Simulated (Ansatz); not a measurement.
# What AgB (built on the sites of a database entry of InAg) distorts into, part 2 of 3

Which phase does AgB (built on the sites of a database entry of InAg) fall into along its unstable mode, and how much energy does it gain?

Ansatz 0.2.0; DFT PBEsol, scalar-relativistic, plane waves, PAW.

So far, highest frequency on the path or at a solved wavevector (cm⁻¹): step 2 (the dispersion) 305. Also lowest frequency on the path (cm⁻¹): step 2 -142.

The structure was built from a prototype and need not be the compound's stable phase.

## 4. The mode frozen in, largest atomic shift 0.14 Å

The atoms are moved along the unstable eigenvector, the largest shift by 0.14 Å, with the cell fixed.

input.yaml

```yaml
crystal:
  lattice:
    - [2.8609203463, 2.8609203463, 0.0]
    - [2.8609203463, 0.0, 2.8609203463]
    - [2.8609203463, 0.0, -2.8609203463]
  atoms:
    - { symbol: B, position: [0.4717471904, 0.2641264048, 0.7358735952] }
    - { symbol: B, position: [0.5282528096, 0.7358735952, 0.2641264048] }
    - { symbol: Ag, position: [0.0, 0.0, 1.0] }
    - { symbol: Ag, position: [0.0, 0.5, 0.5] }
kpoints:
  mp_grid: { grid: [14, 14, 14] }
hamiltonian:
  xc: pbesol
scf:
  occupations: { method: methfessel_paxton, width: 0.2 }
output:
  forces: true
  stress: true
  eigenvalues: true
```

Command:

```
ansatz run input.yaml --threads 4 --pin off --max-ram 7168MiB --backend cpu --events-out ev --progress --plain --runs-dir out
```

Numbers of over 12 decimals in the logs are rounded to 6 here.

Output:

```text
[...]
Crystal: 4 atoms, lattice volume = 46.832 Å³
Basis set: ecut = 420 eV, 941 PW (Γ), exchange–correlation on 60×60×60 points (8 copies of the dense FFT grid, shifted against one another)
Bands: 27, of which v1, the nominal top of the filled ones, is band 22 counted from 1 (21 counted from 0)
Symmetry: 12 space group operations
[...]
k-points: 288 of 2744
[...]
k-point 0: bands = [... 18 lower, 12.8169, 14.1508, 18.0144, 18.4481, 18.4481, 19.2545, 19.2545, 19.4276, ... 1 higher]
  k-point 1: bands = [... 18 lower, 12.7534, 14.2575, 17.8793, 18.2300, 18.3320, 18.8188, 19.1712, 19.2968, ... 1 higher]
  k-point 2: bands = [... 18 lower, 12.5726, 14.5321, 16.9553, 17.9343, 18.0604, 18.5387, 19.0212, 19.1129, ... 1 higher]
  k-point 287: bands = [... 18 lower, 11.1195, 11.8099, 17.4522, 17.6566, 17.6566, 17.7702, 17.9064, 17.9064, ... 1 higher]
[key lines of the parts left out:]
SCF converged after 7 iterations
Free energy (F): -15344.586296 eV
Fermi energy:    16.714767 eV
P = ⅓ Tr σ = 0.6276 GPa (6.276 kbar)
```

The job ended after 8.1 s (4 threads of Arm Neoverse N1, shared host; peak memory 0.53 GiB; 30 s of CPU time).

Numbers from this step:

| Item | Value |
| --- | --- |
| pressure | 0.6276 GPa |
| energy from the undistorted cell | -2.984 meV/atom |

The energy, extrapolated to zero smearing, is -2.98 meV/atom against the undistorted cell.

The run ends at a pressure of 0.63 GPa, with forces up to 0.025 eV/Å.

## 5. Energy along the mode, all amplitudes (two of the runs are shown above)

An imaginary frequency means negative curvature, so the energy should fall and then rise again as anharmonic terms take over.

Numbers from this step:

| Item | Value |
| --- | --- |
| depth at the lowest point sampled | 2.984 meV/atom |
| largest atomic shift at that point | 0.14 Å |

Energy from the parent against largest atomic shift:

```csv
largest atomic shift (Å),energy from the parent (meV/atom)
0.000,0
0.040,-0.476
0.080,-1.59
0.140,-2.98
0.220,-1.90
0.320,11.4
```

Displacement at unit largest shift by atom:

```csv
atom,x (Å),y (Å),z (Å),size
B1,-0.577,-0.577,0.577,0.999
B2,0.577,0.577,-0.577,0.999
Ag3,0.000,0.000,0.000,0.000
Ag4,0.000,0.000,0.000,0.000
```

The lowest of the steps tried is at 0.14 Å, 2.98 meV/atom below the parent; the bottom of the well need not coincide with a step.

## 6. Relaxing from the distorted cell

Starting from the lowest point found, all atoms and the cell are let go, so that strain and other modes of the same symmetry can join in.

Edit input.yaml of step 4 so:

```diff
@@ -20 +20,6 @@
   eigenvalues: true
+relax:
+  adjacent_minimum: "off"
+  f_tol: 0.002
+  max_steps: 120
+  cell: { stress_tol: 0.03 }
```

Output:

```text
[...]
Crystal: 4 atoms, lattice volume = 46.832 Å³
Basis set: ecut = 420 eV, 941 PW (Γ), exchange–correlation on 60×60×60 points (8 copies of the dense FFT grid, shifted against one another)
Bands: 27, of which v1, the nominal top of the filled ones, is band 22 counted from 1 (21 counted from 0)
Symmetry: 12 space group operations
[...]
k-points: 288 of 2744
[...]
SCF iter   1: F=—  HF=-15344.600102 eV  |F-HF|=—  |Δ(HF+E_count)|=         —  Δρ=1.09e-2  dr2=4.51e-2  ethr=1.77e-3  ⟨swp⟩=4.1  Hψ=26504  notcnv=0
[...]
SCF iter   7: F=-15344.586296 eV  HF=-15344.586296 eV  |F-HF|=9.09e-9  |Δ(HF+E_count)|=   2.32e-8  S|Δr|=    0.00e0  Δρ=5.23e-6  dr2=1.27e-8  ethr=2.27e-10  ⟨swp⟩=3.9  Hψ=22169  notcnv=0
SCF 1 converged in 7 iterations: F = -15344.586296 eV  dr2 = 1.27e-8
[...]
relax step   1: F+E_penalty+E_count = -15344.58629562 eV  Δ(F+E_penalty+E_count) = +0.000e0 eV  max|allowed force component| = 1.453e-2 eV/Å  Δτ_max = 0.0000 Å  P = +0.628 GPa  Ω = 46.832 Å³  (7 SCF iters, dr2 threshold 1.00e-7 eV, accepted)
Crystal: 4 atoms, lattice volume = 47.138 Å³
[...]
SCF iter   6: F=-15344.602552 eV  HF=-15344.602552 eV  |F-HF|=3.24e-8  |Δ(HF+E_count)|=   1.96e-7  S|Δr|=    0.00e0  Δρ=1.21e-5  dr2=6.16e-8  ethr=9.09e-10  ⟨swp⟩=4.9  Hψ=28690  notcnv=0
SCF 2 converged in 6 iterations: F = -15344.602552 eV  dr2 = 6.16e-8
[...]
relax step   2: F+E_penalty+E_count = -15344.60255220 eV  Δ(F+E_penalty+E_count) = -1.626e-2 eV  max|allowed force component| = 7.010e-2 eV/Å  Δτ_max = 0.0138 Å  P = -0.220 GPa  Ω = 47.138 Å³  energy of the carried Pulay correction = -1.995e-4 eV  (6 SCF iters, dr2 threshold 4.00e-7 eV, accepted)
Crystal: 4 atoms, lattice volume = 47.266 Å³
Basis set: ecut = 420 eV, 923 PW (Γ), exchange–correlation on 60×60×60 points (8 copies of the dense FFT grid, shifted against one another)
[...]
SCF iter   6: F=-15344.634021 eV  HF=-15344.634021 eV  |F-HF|=5.71e-8  |Δ(HF+E_count)|=   1.38e-7  S|Δr|=    0.00e0  Δρ=1.58e-5  dr2=8.73e-8  ethr=9.09e-10  ⟨swp⟩=5.0  Hψ=30217  notcnv=0
SCF 3 converged in 6 iterations: F = -15344.634021 eV  dr2 = 8.73e-8
relax step   3: F+E_penalty+E_count = -15344.63402069 eV  Δ(F+E_penalty+E_count) = -3.147e-2 eV  max|allowed force component| = 1.440e-1 eV/Å  Δτ_max = 0.0263 Å  P = -0.236 GPa  Ω = 47.266 Å³  energy of the carried Pulay correction = -2.830e-4 eV  (6 SCF iters, dr2 threshold 4.00e-7 eV, accepted)
[... from here on, the SCF cycles and remarks between the steps are left out ...]
relax step   4: F+E_penalty+E_count = -15344.81005428 eV  Δ(F+E_penalty+E_count) = -1.760e-1 eV  max|allowed force component| = 3.197e-1 eV/Å  Δτ_max = 0.0922 Å  P = +0.900 GPa  Ω = 47.421 Å³  energy of the carried Pulay correction = -3.832e-4 eV  (6 SCF iters, dr2 threshold 4.00e-7 eV, accepted)
relax step   5: F+E_penalty+E_count = -15345.06482358 eV  Δ(F+E_penalty+E_count) = -2.548e-1 eV  max|allowed force component| = 3.389e-1 eV/Å  Δτ_max = 0.1182 Å  P = +2.601 GPa  Ω = 47.702 Å³  energy of the carried Pulay correction = -5.646e-4 eV  (7 SCF iters, dr2 threshold 4.00e-7 eV, accepted)
relax step   6: F+E_penalty+E_count = -15345.22232040 eV  Δ(F+E_penalty+E_count) = -1.575e-1 eV  max|allowed force component| = 2.943e-1 eV/Å  Δτ_max = 0.0853 Å  P = -2.375 GPa  Ω = 49.912 Å³  energy of the carried Pulay correction = -1.954e-3 eV  (7 SCF iters, dr2 threshold 4.00e-7 eV, accepted)
relax step   7: F+E_penalty+E_count = -15345.35572563 eV  Δ(F+E_penalty+E_count) = -1.334e-1 eV  max|allowed force component| = 1.005e-1 eV/Å  Δτ_max = 0.1321 Å  P = -0.266 GPa  Ω = 50.330 Å³  energy of the carried Pulay correction = -2.209e-3 eV  (7 SCF iters, dr2 threshold 4.00e-7 eV, accepted)
relax step   8: F+E_penalty+E_count = -15345.36431994 eV  Δ(F+E_penalty+E_count) = -8.594e-3 eV  max|allowed force component| = 3.553e-2 eV/Å  Δτ_max = 0.0590 Å  P = +0.208 GPa  Ω = 50.722 Å³  energy of the carried Pulay correction = -2.447e-3 eV  (6 SCF iters, dr2 threshold 4.00e-7 eV, accepted)
relax step   9: F+E_penalty+E_count = -15345.36514008 eV  Δ(F+E_penalty+E_count) = -8.201e-4 eV  max|allowed force component| = 5.091e-3 eV/Å  Δτ_max = 0.0120 Å  P = -0.029 GPa  Ω = 50.674 Å³  energy of the carried Pulay correction = -2.418e-3 eV  (5 SCF iters, dr2 threshold 4.00e-7 eV, accepted)
relax step  10: F+E_penalty+E_count = -15345.36518249 eV  Δ(F+E_penalty+E_count) = -4.241e-5 eV  max|allowed force component| = 2.737e-5 eV/Å  Δτ_max = 0.0005 Å  P = -0.003 GPa  Ω = 50.673 Å³  energy of the carried Pulay correction = -2.417e-3 eV  (4 SCF iters, dr2 threshold 1.55e-7 eV, accepted)
relax step  11: F+E_penalty+E_count = -15345.45368300 eV  Δ(F+E_penalty+E_count) = -8.850e-2 eV  max|allowed force component| = 2.261e-2 eV/Å  Δτ_max = 0.0000 Å  P = +2.331 GPa  Ω = 50.673 Å³  stress off target by 6.35e0 GPa  SCF on the basis re-selected at this cell (its energy is not comparable with the rows above)  (8 SCF iters)
relax step  12: F+E_penalty+E_count = -15345.50334142 eV  Δ(F+E_penalty+E_count) = -4.966e-2 eV  max|allowed force component| = 9.739e-3 eV/Å  Δτ_max = 0.0520 Å  P = +1.642 GPa  Ω = 51.778 Å³  energy of the carried Pulay correction = -7.116e-4 eV  (6 SCF iters, dr2 threshold 4.00e-7 eV, accepted)
relax step  13: F+E_penalty+E_count = -15345.54086210 eV  Δ(F+E_penalty+E_count) = -3.752e-2 eV  max|allowed force component| = 1.889e-3 eV/Å  Δτ_max = 0.0664 Å  P = +0.496 GPa  Ω = 53.449 Å³  energy of the carried Pulay correction = -1.767e-3 eV  (7 SCF iters, dr2 threshold 4.00e-7 eV, accepted)
relax step  14: F+E_penalty+E_count = -15345.54801267 eV  Δ(F+E_penalty+E_count) = -7.151e-3 eV  max|allowed force component| = 1.200e-2 eV/Å  Δτ_max = 0.0431 Å  P = +0.477 GPa  Ω = 54.358 Å³  energy of the carried Pulay correction = -2.295e-3 eV  (6 SCF iters, dr2 threshold 4.00e-7 eV, accepted)
relax step  15: F+E_penalty+E_count = -15345.54817311 eV  Δ(F+E_penalty+E_count) = -1.604e-4 eV  max|allowed force component| = 1.479e-3 eV/Å  Δτ_max = 0.0023 Å  P = -0.086 GPa  Ω = 54.544 Å³  energy of the carried Pulay correction = -2.427e-3 eV  (5 SCF iters, dr2 threshold 4.00e-7 eV, accepted)
relax step  16: F+E_penalty+E_count = -15345.54820529 eV  Δ(F+E_penalty+E_count) = -3.218e-5 eV  max|allowed force component| = 2.161e-7 eV/Å  Δτ_max = 0.0001 Å  P = -0.002 GPa  Ω = 54.512 Å³  energy of the carried Pulay correction = -2.404e-3 eV  (4 SCF iters, dr2 threshold 2.37e-8 eV, accepted)
relax step  17: F+E_penalty+E_count = -15345.55297935 eV  Δ(F+E_penalty+E_count) = -4.774e-3 eV  max|allowed force component| = 1.476e-3 eV/Å  Δτ_max = 0.0000 Å  P = +0.094 GPa  Ω = 54.512 Å³  stress off target by 2.35e-1 GPa  SCF on the basis re-selected at this cell (its energy is not comparable with the rows above)  (7 SCF iters)
relax step  18: F+E_penalty+E_count = -15345.55304743 eV  Δ(F+E_penalty+E_count) = -6.808e-5 eV  max|allowed force component| = 1.232e-4 eV/Å  Δτ_max = 0.0049 Å  P = +0.018 GPa  Ω = 54.654 Å³  energy of the carried Pulay correction = -9.072e-5 eV  (5 SCF iters, dr2 threshold 1.38e-7 eV, accepted)
relax step  19: F+E_penalty+E_count = -15345.55303333 eV  Δ(F+E_penalty+E_count) = +1.410e-5 eV  max|allowed force component| = 3.761e-5 eV/Å  Δτ_max = 0.0009 Å  P = +0.000 GPa  Ω = 54.682 Å³  energy of the carried Pulay correction = -1.088e-4 eV  (5 SCF iters, dr2 threshold 4.02e-9 eV, accepted)
[...]
SCF iter   4: F=-15345.553146 eV  HF=-15345.553146 eV  |F-HF|=1.82e-12  |Δ(HF+E_count)|=  1.47e-10  S|Δr|=    0.00e0  Δρ=1.68e-7  dr2=1.26e-11  ethr=1.00e-12  ⟨swp⟩=3.9  Hψ=36817  notcnv=0
SCF 20 converged in 4 iterations: F = -15345.553146 eV  dr2 = 1.26e-11
relax step  20: F+E_penalty+E_count = -15345.55314646 eV  Δ(F+E_penalty+E_count) = -1.131e-4 eV  max|allowed force component| = 7.468e-5 eV/Å  Δτ_max = 0.0000 Å  P = -0.001 GPa  Ω = 54.682 Å³  stress off target by 1.51e-3 GPa  SCF on the basis re-selected at this cell (its energy is not comparable with the rows above)  (4 SCF iters)
[...]
SCF converged after 4 iterations
[...]
Free energy (F): -15345.553146 eV
[...]
Internal energy: -15345.553493 eV  (E = F + TS)
E sigma→0 (E₀):  -15345.553233 eV
Entropy (-TS):   0.000346 eV (0.087 meV/atom)
Fermi energy:    13.602795 eV
[...]
--- Forces (eV/Å), atoms counted from 1 ---
  atom   1  B     -0.00007468    -0.00007468     0.00007468
  atom   2  B      0.00007468     0.00007468    -0.00007468
  atom   3  Ag    -0.00000000    -0.00000000    -0.00000000
  atom   4  Ag    -0.00000000     0.00000000    -0.00000000
  max |Σ_I F_I| component: 1.85e-17 eV/Å
--- Stress (GPa, compression-positive) ---
       -0.000669      -0.000421       0.000421
       -0.000421      -0.000669       0.000421
        0.000421       0.000421      -0.000669
  P = ⅓ Tr σ = -0.0007 GPa (-0.007 kbar)
--- Band table (eV; the first three rows and the last of 288) ---
  k-point 0: bands = [... 18 lower, 9.4188, 9.4696, 13.7478, 14.4495, 15.4202, 15.4202, 15.7670, 15.7670, ... 1 higher]
  k-point 1: bands = [... 18 lower, 9.3991, 9.8831, 13.7009, 14.4232, 14.5378, 14.5497, 16.6839, 16.7015, ... 1 higher]
  k-point 2: bands = [... 18 lower, 9.3556, 10.4056, 12.8604, 13.5748, 14.3044, 14.5914, 17.5324, 17.6656, ... 1 higher]
  k-point 287: bands = [... 18 lower, 8.9944, 8.9944, 14.4646, 15.3470, 15.3470, 15.8391, 15.8391, 17.1132, ... 1 higher]
--- Relaxed structure (17 steps of the walk, 17 accepted, 3 SCFs on fresh bases) ---
  F+E_penalty+E_count = -15345.55314646 eV   max|allowed force component| = 7.468e-5 eV/Å   (the final SCF, on the basis selected at the relaxed cell)
  cell:  # Å, volume = 54.6822 Å³
    - [3.472929, 3.472929, -0.819243]
    - [2.653686, 0.0, 2.653686]
    - [3.472929, 0.819243, -3.472929]
  atoms:
    - { symbol: B, position: [0.334390, 0.332805, 0.667195] }
    - { symbol: B, position: [0.665610, 0.667195, 0.332805] }
    - { symbol: Ag, position: [0.0, 0.0, 1.0] }
    - { symbol: Ag, position: [1.3877787807814457e-17, 0.500000, 0.500000] }
```

It took 3 min on 4 threads; peak memory 0.61 GiB; 12 min of CPU time.

The steps of the relaxation:

```csv
step,energy less that of the first step (eV),largest force component (eV/Å),pressure (GPa),volume (Å³)
1,0.0000,0.0145,0.63,46.83
2,-0.0163,0.0701,-0.22,47.14
3,-0.0477,0.1440,-0.24,47.27
4,-0.2238,0.3197,0.90,47.42
5,-0.4785,0.3389,2.60,47.70
6,-0.6360,0.2943,-2.37,49.91
7,-0.7694,0.1005,-0.27,50.33
8,-0.7780,0.0355,0.21,50.72
9,-0.7788,0.0051,-0.03,50.67
10,-0.7789,0.0000,0.00,50.67
11*,-0.8674,0.0226,2.33,50.67
12,-0.9170,0.0097,1.64,51.78
13,-0.9546,0.0019,0.50,53.45
14,-0.9617,0.0120,0.48,54.36
15,-0.9619,0.0015,-0.09,54.54
16,-0.9619,0.0000,0.00,54.51
17*,-0.9667,0.0015,0.09,54.51
18,-0.9668,0.0001,0.02,54.65
19,-0.9667,0.0000,0.00,54.68
20*,-0.9669,0.0001,0.00,54.68
```

Relaxation steps marked * repeat the geometry before them on a plane-wave basis chosen anew for their cell, so energy and pressure can jump there.

Forces are held to the 12 operations that the run works with; a distortion that breaks them can't arise in this run.

```csv
cell as run,before,after,change
a (Å),4.046,4.979,+23.1 %
b (Å),4.046,3.753,-7.2 %
c (Å),4.046,4.979,+23.1 %
β (°),60.00,44.28,-26.2 %
γ (°),60.00,67.86,+13.1 %
volume (Å³/atom),11.71,13.67,+16.8 %
```

The atoms that moved most (Å, as changes of fractional coordinates times the final cell):

```csv
atom,dx,dy,dz,length
B2,0.533,0.533,-0.533,0.924
B1,-0.533,-0.533,0.533,0.924
```

The relaxed structure:

```cif
data_structure
_symmetry_space_group_name_H-M 'P 1'
_symmetry_Int_Tables_number 1
_cell_length_a 4.9793
_cell_length_b 3.7529
_cell_length_c 4.9793
_cell_angle_alpha 90.000
_cell_angle_beta 44.277
_cell_angle_gamma 67.862
_cell_volume 54.68
loop_
_atom_site_label
_atom_site_type_symbol
_atom_site_fract_x
_atom_site_fract_y
_atom_site_fract_z
_atom_site_occupancy
B1 B 0.33439 0.33280 0.66720 1
B2 B 0.66561 0.66720 0.33280 1
Ag3 Ag 0.00000 0.00000 0.00000 1
Ag4 Ag 0.00000 0.50000 0.50000 1
```

This step gave:

```
pressure        : -6.69e-4 GPa
volume per atom : 13.67 Å³
```

The distorted start has space group R-3m; the relaxation ends in R-3m.

## 7. The new phase in its own primitive cell

The relaxed structure is symmetrised, reduced to its primitive cell and relaxed tightly, as its phonons need.

input.yaml, the sections that differ from step 6:

```yaml
crystal:
  lattice:
    - [1.8764396065, 1.0833629119, 4.4831834972]
    - [-1.8764396065, 1.0833629119, 4.4831834972]
    - [0.0, -2.1667258238, 4.4831834972]
  atoms:
    - { symbol: B, position: [0.3328048258, 0.3328048258, 0.3328048258] }
    - { symbol: B, position: [0.6671951742, 0.6671951742, 0.6671951742] }
    - { symbol: Ag, position: [0.0, 0.0, 0.0] }
    - { symbol: Ag, position: [0.5, 0.5, 0.5] }
kpoints:
  mp_grid: { grid: [15, 15, 15] }
relax:
  adjacent_minimum: "off"
  f_tol: 0.001
  max_steps: 60
  cell: { stress_tol: 0.01 }
# hamiltonian, scf, output: as in step 6
```

Output:

```text
[...]
Crystal: 4 atoms, lattice volume = 54.682 Å³
Basis set: ecut = 420 eV, 1101 PW (Γ), exchange–correlation on 72×72×72 points (8 copies of the dense FFT grid, shifted against one another)
Bands: 27, of which v1, the nominal top of the filled ones, is band 22 counted from 1 (21 counted from 0)
Symmetry: 12 space group operations
[...]
k-points: 344 of 3375
[...]
--- Relaxed structure (5 steps of the walk, 5 accepted, 1 SCFs on fresh bases) ---
[...]
cell:  # Å, volume = 54.7403 Å³
    - [1.876467, 1.083378, 4.487818]
    - [-1.876467, 1.083378, 4.487818]
    - [0, -2.166757, 4.487818]
  atoms:
    - { symbol: B, position: [0.333099, 0.333099, 0.333099] }
    - { symbol: B, position: [0.666901, 0.666901, 0.666901] }
    - { symbol: Ag, position: [0, 0, 0] }
    - { symbol: Ag, position: [0.5, 0.5, 0.5] }
[key lines of the parts left out:]
SCF converged after 5 iterations
Free energy (F): -15345.551477 eV
Fermi energy:    13.595074 eV
P = ⅓ Tr σ = 0.0005 GPa (0.005 kbar)
```

It took 63 s on 4 threads; peak memory 0.68 GiB.

(Continued in part 3 of 3.)

[Logs are printed without paths, hosts, clocks, repeated set-up lines and the standing remarks that a program may print on its own settings, such as how far it seeks lower states.]

[Hosts, paths, dates, database ids (printed as entryN), source tags and the programs' standing remarks are cut or masked in the printed files.]
